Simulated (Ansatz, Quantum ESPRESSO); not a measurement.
# MgS(001): dielectric constant from slabs in a field, part 2 of 7

Aim: the dielectric constant along the normal from slabs of two thicknesses in a field, starting with MgS(001), 5 layers.

Quantum ESPRESSO 7.5; plane-wave DFT, PBE, GBRV ultrasoft pseudopotentials; geometry by Ansatz 0.2.0 with PAW datasets.

So far. Step 2 (Geometry from Ansatz, 5 layers): The relaxation lowers the energy by 13 meV an atom.

## Step 3: SCF with pw.x, 5 layers: no field

The slab without a field is the reference for all differences.

Level of this step: plane-wave DFT, PBE, GBRV ultrasoft pseudopotentials (Quantum ESPRESSO 7.5).

n5.f0.in reads:

```
&control
  prefix = 'n5.f0'
  outdir = './out'
  pseudo_dir = './pseudo'
  calculation = 'scf'
  tprnfor = .true.
  tefield = .true.
  dipfield = .true.
/
&system
  ibrav = 0
  nat = 10
  ntyp = 2
  ecutwfc = 40
  ecutrho = 200
  occupations = 'fixed'
  edir = 3
  emaxpos = 0.97
  eopreg = 0.04
  eamp = 0.0
/
&electrons
  conv_thr = 1e-10
  mixing_beta = 0.5
  electron_maxstep = 120
/
ATOMIC_SPECIES
  Mg  24.3050  mg_pbe_v1.4.uspp.F.UPF
  S   32.0600  s_pbe_v1.4.uspp.F.UPF
CELL_PARAMETERS angstrom
  3.69816846560000 0.00000000000000 0.00000000000000
  0.00000000000000 3.69816846560000 0.00000000000000
  0.00000000000000 0.00000000000000 26.46000000000000
ATOMIC_POSITIONS crystal
  Mg  -0.000000000000 0.000000000000 0.307062494008
  S   0.500000000000 0.500000000000 0.299543126174
  Mg  0.500000000000 0.500000000000 0.399245262522
  S   -0.000000000000 0.000000000000 0.402016498469
  Mg  -0.000000000000 0.000000000000 0.500000002397
  S   0.500000000000 0.500000000000 0.499999995728
  Mg  0.500000000000 0.500000000000 0.600754743960
  S   0.000000000000 0.000000000000 0.597983497093
  Mg  0.000000000000 0.000000000000 0.692937510246
  S   0.500000000000 0.500000000000 0.700456869403
K_POINTS automatic
  6 6 1 0 0 0
```

Started as:

```bash
OMP_NUM_THREADS=1 mpirun -n 8 pw.x -nk 2 -in n5.f0.in > n5.f0.out
```

Output:

```text
Program PWSCF v.7.5 starts
[citation notice left out]

     Parallel version (MPI & OpenMP), running on       8 processor cores
     Number of MPI processes:                 8
     Threads/MPI process:                     1

     MPI processes distributed on     1 nodes
[...]
Current dimensions of program PWSCF are:
     Max number of different atomic species (ntypx) = 10
     Max number of k-points (npk) =  40000
     Max angular momentum in pseudopotentials (lmaxx) =  4
     Presently no symmetry can be used with electric field

     K-points division:     npool     =       2
     R & G space division:  proc/nbgrp/npool/nimage =       4
     Subspace diagonalization in iterative solution of the eigenvalue problem:
     a serial algorithm will be used

     Parallelization info
     --------------------
     sticks:   dense  smooth     PW     G-vecs:    dense   smooth      PW
     Min         194     155     46                29168    20825    3466
     Max         195     156     47                29189    20836    3485
     Sum         777     621    185               116705    83325   13903

     Using Slab Decomposition

     bravais-lattice index     =            0
     lattice parameter (alat)  =       6.9885  a.u.
     unit-cell volume          =    2442.0796 (a.u.)^3
     number of atoms/cell      =           10
     number of atomic types    =            2
     number of electrons       =        80.00
     number of Kohn-Sham states=           40
     kinetic-energy cutoff     =      40.0000  Ry
     charge density cutoff     =     200.0000  Ry
     scf convergence threshold =      1.0E-10
     mixing beta               =       0.5000
     number of iterations used =            8  plain     mixing
     Exchange-correlation=  SLA  PW   PBX  PBC
                           (   1   4   3   4   0   0   0)

     celldm(1)=   6.988526  celldm(2)=   0.000000  celldm(3)=   0.000000
     celldm(4)=   0.000000  celldm(5)=   0.000000  celldm(6)=   0.000000

     crystal axes: (cart. coord. in units of alat)
               a(1) = (   1.000000   0.000000   0.000000 )
               a(2) = (   0.000000   1.000000   0.000000 )
               a(3) = (   0.000000   0.000000   7.154893 )

     reciprocal axes: (cart. coord. in units 2 pi/alat)
               b(1) = (  1.000000  0.000000  0.000000 )
               b(2) = (  0.000000  1.000000  0.000000 )
               b(3) = (  0.000000  0.000000  0.139764 )

     PseudoPot. # 1 for Mg read from file:
     ./pseudo/mg_pbe_v1.4.uspp.F.UPF
     Pseudo is Ultrasoft, Zval = 10.0
     Generated by new atomic code, or converted to UPF format
     Using radial grid of  821 points,  7 beta functions with:
                l(1) =   0
                l(2) =   0
                l(3) =   0
                l(4) =   1
                l(5) =   1
                l(6) =   2
                l(7) =   2
     Q(r) pseudized with  8 coefficients,  rinner =    1.200   1.200   1.200
                                                       1.200   1.200

     PseudoPot. # 2 for S  read from file:
     ./pseudo/s_pbe_v1.4.uspp.F.UPF
     Pseudo is Ultrasoft + core correction, Zval =  6.0
     Generated by new atomic code, or converted to UPF format
     Using radial grid of  907 points,  6 beta functions with:
                l(1) =   0
                l(2) =   0
                l(3) =   1
                l(4) =   1
                l(5) =   2
                l(6) =   2
     Q(r) pseudized with  8 coefficients,  rinner =    1.300   1.300   1.300
                                                       1.300   1.300

     atomic species   valence    mass     pseudopotential
     Mg               10.00    24.30500     Mg( 1.00)
     S                 6.00    32.06000     S ( 1.00)

     No symmetry found

   Cartesian axes

     site n.     atom                  positions (alat units)
         1        Mg     tau(   1) = (   0.0000000   0.0000000   2.1969993  )
         2        S      tau(   2) = (   0.5000000   0.5000000   2.1431990  )
         3        Mg     tau(   3) = (   0.5000000   0.5000000   2.8565572  )
         4        S      tau(   4) = (   0.0000000   0.0000000   2.8763851  )
         5        Mg     tau(   5) = (   0.0000000   0.0000000   3.5774466  )
         6        S      tau(   6) = (   0.5000000   0.5000000   3.5774465  )
         7        Mg     tau(   7) = (   0.5000000   0.5000000   4.2983360  )
         8        S      tau(   8) = (   0.0000000   0.0000000   4.2785080  )
         9        Mg     tau(   9) = (   0.0000000   0.0000000   4.9578938  )
        10        S      tau(  10) = (   0.5000000   0.5000000   5.0116940  )

     number of k points=    20
                       cart. coord. in units 2pi/alat
        k(    1) = (   0.0000000   0.0000000   0.0000000), wk =   0.0555556
        k(    2) = (   0.0000000   0.1666667   0.0000000), wk =   0.1111111
        k(    3) = (   0.0000000   0.3333333   0.0000000), wk =   0.1111111
        k(    4) = (   0.0000000  -0.5000000   0.0000000), wk =   0.0555556
        k(    5) = (   0.1666667   0.0000000   0.0000000), wk =   0.1111111
        k(    6) = (   0.1666667   0.1666667   0.0000000), wk =   0.1111111
        k(    7) = (   0.1666667   0.3333333   0.0000000), wk =   0.1111111
        k(    8) = (   0.1666667  -0.5000000   0.0000000), wk =   0.1111111
        k(    9) = (   0.1666667  -0.3333333   0.0000000), wk =   0.1111111
        k(   10) = (   0.1666667  -0.1666667   0.0000000), wk =   0.1111111
[...]
k(   20) = (  -0.5000000  -0.5000000   0.0000000), wk =   0.0555556

     Dense  grid:   116705 G-vectors     FFT dimensions: (  32,  32, 225)

     Smooth grid:    83325 G-vectors     FFT dimensions: (  30,  30, 216)

     Estimated max dynamical RAM per process >      93.62 MB

     Estimated total dynamical RAM >     720.51 MB

     Initial potential from superposition of free atoms

     starting charge      78.4987, renormalised to      80.0000

     negative rho (up, down):  7.543E-04 0.000E+00

     Adding external electric field

     Computed dipole along edir(3) :
        Dipole                0.0000 Ry au,          0.0000 Debye
        Dipole field          0.0000 Ry au,

        Potential amp.       -0.0000 Ry
        Total length         48.0021 bohr

     Starting wfcs are   45 randomized atomic wfcs

     total cpu time spent up to now is        1.1 secs

     per-process dynamical memory:    48.6 Mb

     Self-consistent Calculation

     iteration #  1     ecut=    40.00 Ry     beta= 0.50
     Davidson diagonalization with overlap
[...]
negative rho (up, down):  8.027E-05 0.000E+00

[...]
Dipole                0.0007 Ry au,          0.0019 Debye
[...]
total energy              =    -748.11760988 Ry
     estimated scf accuracy    <       0.00002558 Ry

     iteration #  7     ecut=    40.00 Ry     beta= 0.50
[...]
negative rho (up, down):  7.674E-05 0.000E+00

[...]
Dipole               -0.0014 Ry au,         -0.0034 Debye
[...]
total energy              =    -748.11761471 Ry
     estimated scf accuracy    <       0.00000334 Ry

     iteration #  8     ecut=    40.00 Ry     beta= 0.50
[...]
negative rho (up, down):  7.491E-05 0.000E+00

[...]
Dipole                0.0005 Ry au,          0.0014 Debye
[...]
total energy              =    -748.11761616 Ry
     estimated scf accuracy    <       0.00000132 Ry

     iteration #  9     ecut=    40.00 Ry     beta= 0.50
[...]
negative rho (up, down):  7.403E-05 0.000E+00

[...]
Dipole                0.0001 Ry au,          0.0003 Debye
[...]
total energy              =    -748.11761621 Ry
     estimated scf accuracy    <       0.00000035 Ry

     iteration # 10     ecut=    40.00 Ry     beta= 0.50
[...]
negative rho (up, down):  7.354E-05 0.000E+00

[...]
Dipole               -0.0000 Ry au,         -0.0001 Debye
[...]
total energy              =    -748.11761630 Ry
     estimated scf accuracy    <       0.00000010 Ry

     iteration # 11     ecut=    40.00 Ry     beta= 0.50
[...]
negative rho (up, down):  7.329E-05 0.000E+00

[...]
Dipole               -0.0000 Ry au,         -0.0000 Debye
[...]
total energy              =    -748.11761632 Ry
     estimated scf accuracy    <          3.6E-09 Ry

     iteration # 12     ecut=    40.00 Ry     beta= 0.50
[...]
negative rho (up, down):  7.317E-05 0.000E+00

[...]
Dipole               -0.0000 Ry au,         -0.0000 Debye
[...]
total energy              =    -748.11761632 Ry
     estimated scf accuracy    <          1.9E-09 Ry

     iteration # 13     ecut=    40.00 Ry     beta= 0.50
[...]
negative rho (up, down):  7.304E-05 0.000E+00

[...]
Dipole                0.0000 Ry au,          0.0001 Debye
[...]
End of self-consistent calculation

          k = 0.0000 0.0000 0.0000 ( 10313 PWs)   bands (ev):

   -74.7585 -74.7585 -74.4771 -74.4771 -74.4375 -41.5573 -41.5573 -41.5038
   -41.5038 -41.5038 -41.5038 -41.2466 -41.2466 -41.2466 -41.2466 -41.2333
   -41.2332 -41.2089 -41.1998 -41.1998 -12.1993 -11.9041 -11.3112 -10.9851
   -10.7480  -3.5936  -2.9482  -1.7981  -1.2669  -1.2669  -0.9850  -0.9850
    -0.9276  -0.4466  -0.4466  -0.1370  -0.1218  -0.1218   0.1710   0.1710

          k = 0.0000 0.1667 0.0000 ( 10364 PWs)   bands (ev):

   -74.7584 -74.7584 -74.4771 -74.4771 -74.4375 -41.5573 -41.5573 -41.5046
   -41.5046 -41.5037 -41.5037 -41.2474 -41.2474 -41.2465 -41.2465 -41.2332
   -41.2332 -41.2088 -41.2006 -41.1997 -12.0325 -11.7587 -11.1903 -10.8999
   -10.7098  -3.4820  -3.1290  -2.4662  -2.1540  -1.4967  -1.4851  -1.1307
    -0.9914  -0.8723  -0.7492  -0.3624  -0.1773  -0.0799   0.0156   0.1594

          k = 0.0000 0.3333 0.0000 ( 10432 PWs)   bands (ev):

   -74.7584 -74.7584 -74.4770 -74.4770 -74.4374 -41.5572 -41.5571 -41.5061
   -41.5061 -41.5036 -41.5036 -41.2490 -41.2489 -41.2463 -41.2463 -41.2331
   -41.2331 -41.2088 -41.2021 -41.1996 -11.6006 -11.4106 -10.9373 -10.7428
   -10.6926  -3.8624  -3.8584  -3.3501  -3.2483  -2.5746  -2.2601  -1.3517
    -0.7726  -0.6335  -0.6008  -0.4316  -0.2650  -0.1865  -0.0222   0.0622

          k = 0.0000-0.5000 0.0000 ( 10458 PWs)   bands (ev):

   -74.7584 -74.7584 -74.4770 -74.4770 -74.4374 -41.5571 -41.5571 -41.5069
   -41.5068 -41.5035 -41.5035 -41.2498 -41.2497 -41.2462 -41.2462 -41.2331
   -41.2330 -41.2087 -41.2029 -41.1995 -11.2186 -11.1823 -10.9430 -10.6924
   -10.6895  -4.2650  -4.2574  -3.7567  -3.7372  -3.3006  -1.6273  -1.4634
    -0.7967  -0.7111  -0.4350  -0.4162  -0.2593  -0.2037  -0.0312  -0.0299

          k = 0.1667 0.0000 0.0000 ( 10364 PWs)   bands (ev):

   -74.7584 -74.7584 -74.4771 -74.4771 -74.4375 -41.5573 -41.5573 -41.5046
   -41.5046 -41.5037 -41.5037 -41.2474 -41.2474 -41.2465 -41.2465 -41.2332
   -41.2332 -41.2088 -41.2006 -41.1997 -12.0325 -11.7587 -11.1903 -10.8999
   -10.7098  -3.4820  -3.1290  -2.4662  -2.1540  -1.4967  -1.4851  -1.1307
    -0.9914  -0.8723  -0.7492  -0.3624  -0.1773  -0.0799   0.0156   0.1594

          k = 0.1667 0.1667 0.0000 ( 10424 PWs)   bands (ev):

   -74.7584 -74.7584 -74.4771 -74.4771 -74.4374 -41.5572 -41.5572 -41.5045
   -41.5045 -41.5045 -41.5044 -41.2473 -41.2473 -41.2472 -41.2472 -41.2332
   -41.2331 -41.2088 -41.2005 -41.2005 -11.8739 -11.6213 -11.0762 -10.8163
   -10.6672  -3.3582  -3.1477  -2.5502  -2.1252  -2.0906  -1.8020  -1.5019
    -1.3864  -1.2039  -1.0527  -0.7820  -0.4306  -0.3900  -0.0402  -0.0103

[...]
highest occupied level (ev):     0.1710

!    total energy              =    -748.11761632 Ry
     estimated scf accuracy    <          9.2E-11 Ry

     The total energy is the sum of the following terms:
     one-electron contribution =   -4148.12873946 Ry
     hartree contribution      =    2065.78405133 Ry
     xc contribution           =    -127.23907290 Ry
     ewald contribution        =    1461.46614471 Ry
     electric field correction =       0.00000000 Ry

     convergence has been achieved in  13 iterations

     negative rho (up, down):  7.304E-05 0.000E+00

     Forces acting on atoms (cartesian axes, Ry/au):

     atom    1 type  1   force =     0.00000000   -0.00000006    0.00017608
     atom    2 type  2   force =     0.00000001    0.00000001    0.00015393
     atom    3 type  1   force =    -0.00000002    0.00000006    0.00004059
     atom    4 type  2   force =    -0.00000001   -0.00000001    0.00003170
     atom    5 type  1   force =     0.00000002   -0.00000000    0.00000119
     atom    6 type  2   force =    -0.00000001   -0.00000001   -0.00000086
     atom    7 type  1   force =    -0.00000003   -0.00000001   -0.00003955
     atom    8 type  2   force =     0.00000003    0.00000000   -0.00003675
     atom    9 type  1   force =    -0.00000001    0.00000001   -0.00017015
     atom   10 type  2   force =     0.00000002    0.00000002   -0.00015618

     Total force =     0.000337     Total SCF correction =     0.000035
     SCF correction compared to forces is large: reduce conv_thr to get better values

[...]
=------------------------------------------------------------------------------=
   JOB DONE.
=------------------------------------------------------------------------------=
```

The job ended after 34 s (8 MPI ranks of Arm Neoverse V2, shared host; peak memory 1 GiB; 4.6 min of CPU time).

Numbers from this step:

```
free energy                    : -10178.6587 eV
dipole along the normal        : 2.08e-5 e·Å
valence top, on the run's zero : 0.171 eV
```

The run needed 13 iterations to bring the estimated error under 1e-10 Ry.

## Step 4: Electrostatic potential, 5 layers

plot_num = 11 writes the bare and Hartree potential. It leaves out exchange and correlation, which fade slowly, so it flattens close to the surface.

n5.f0.pot.in reads:

```
&inputpp
  prefix = 'n5.f0'
  outdir = './out'
  filplot = 'n5.f0.pot.dat'
  plot_num = 11
/
```

Started as:

```bash
OMP_NUM_THREADS=1 mpirun -n 8 pp.x -in n5.f0.pot.in > n5.f0.pot.out
```

Output:

```text
[banner, memory and clock lines left out]
Program POST-PROC v.7.5 starts

          URL

     ./out/n5.f0.save/

     IMPORTANT: XC functional enforced from input :
     Exchange-correlation= PBE
                           (   1   4   3   4   0   0   0)
     Any further DFT definition will be discarded
     Please, verify this is what you really want

     negative rho (up, down):  7.304E-05 0.000E+00

     Adding external electric field

     Computed dipole along edir(3) :
        Dipole                0.0000 Ry au,          0.0001 Debye
        Dipole field          0.0000 Ry au,

        Potential amp.       -0.0000 Ry
        Total length         48.0021 bohr

     Calling punch_plot, plot_num =  11

     Adding external electric field

     Computed dipole along edir(3) :
        Dipole                0.0000 Ry au,          0.0001 Debye
        Dipole field          0.0000 Ry au,

        Potential amp.       -0.0000 Ry
        Total length         48.0021 bohr

     Writing data to file  n5.f0.pot.dat
     Message from routine chdens:
     namelist plot not found or invalid, exiting
```

Run time: 0.94 s. Hardware: 8 MPI ranks; peak memory 0.09 GiB.

Read from the output:

```
slope of the potential above                                          : 8.22e-5 eV/Å
upper vacuum line continued to the top atoms, over the valence top    : 5.519 eV
slope of the potential below                                          : -4.91e-5 eV/Å
lower vacuum line continued to the bottom atoms, over the valence top : 5.520 eV
vacuum level at the upper face over the valence top of the mesh       : 5.520 eV
vacuum level at the lower face over the valence top of the mesh       : 5.520 eV
```

The potential energy, planar mean oscillates, so the rows of the table below give means over windows of 2.59 Å about each position, cut where the curve ends. Its maxima inside the range that stand out by 2 % of the span (Å: eV): 9.3: 2.85, 11.9: 3.29, 14.6: 3.29, 17.2: 2.85. Its minima: 8.0: -14.4, 10.6: -14.9, 13.3: -14.7, 15.9: -14.9, 18.5: -14.4.

Electrostatic potential energy of an electron, with the sawtooth; zero at the highest filled level of the SCF mesh. Potential energy, planar mean against z; means over each step:

```csv
z (Å),"potential energy, planar mean (eV)"
1.29,5.52
3.88,5.52
6.47,2.41
9.06,-4.07
11.65,-3.85
14.24,-3.83
16.84,-4.17
19.42,-1.60
22.02,5.51
24.60,5.52
```

The vacuum is flat to 0.1 meV/Å, so its level is well defined. Inside the slab the curve depends on the local part of the pseudopotentials; only the vacuum level has a meaning of its own.

(Continued in part 3 of 7.)

[Logs are printed without paths, hosts, clocks, repeated set-up lines and the standing remarks that a program may print on its own settings, such as how far it seeks lower states.]

[Hosts, paths, dates, database ids (printed as entryN), source tags and the programs' standing remarks are cut or masked in the printed files.]

[Maps of the electrostatic potential energy from Ansatz leave out the sawtooth potential of an applied field or a dipole correction, so their vacuum need not be flat; planar profiles and work functions include it.]
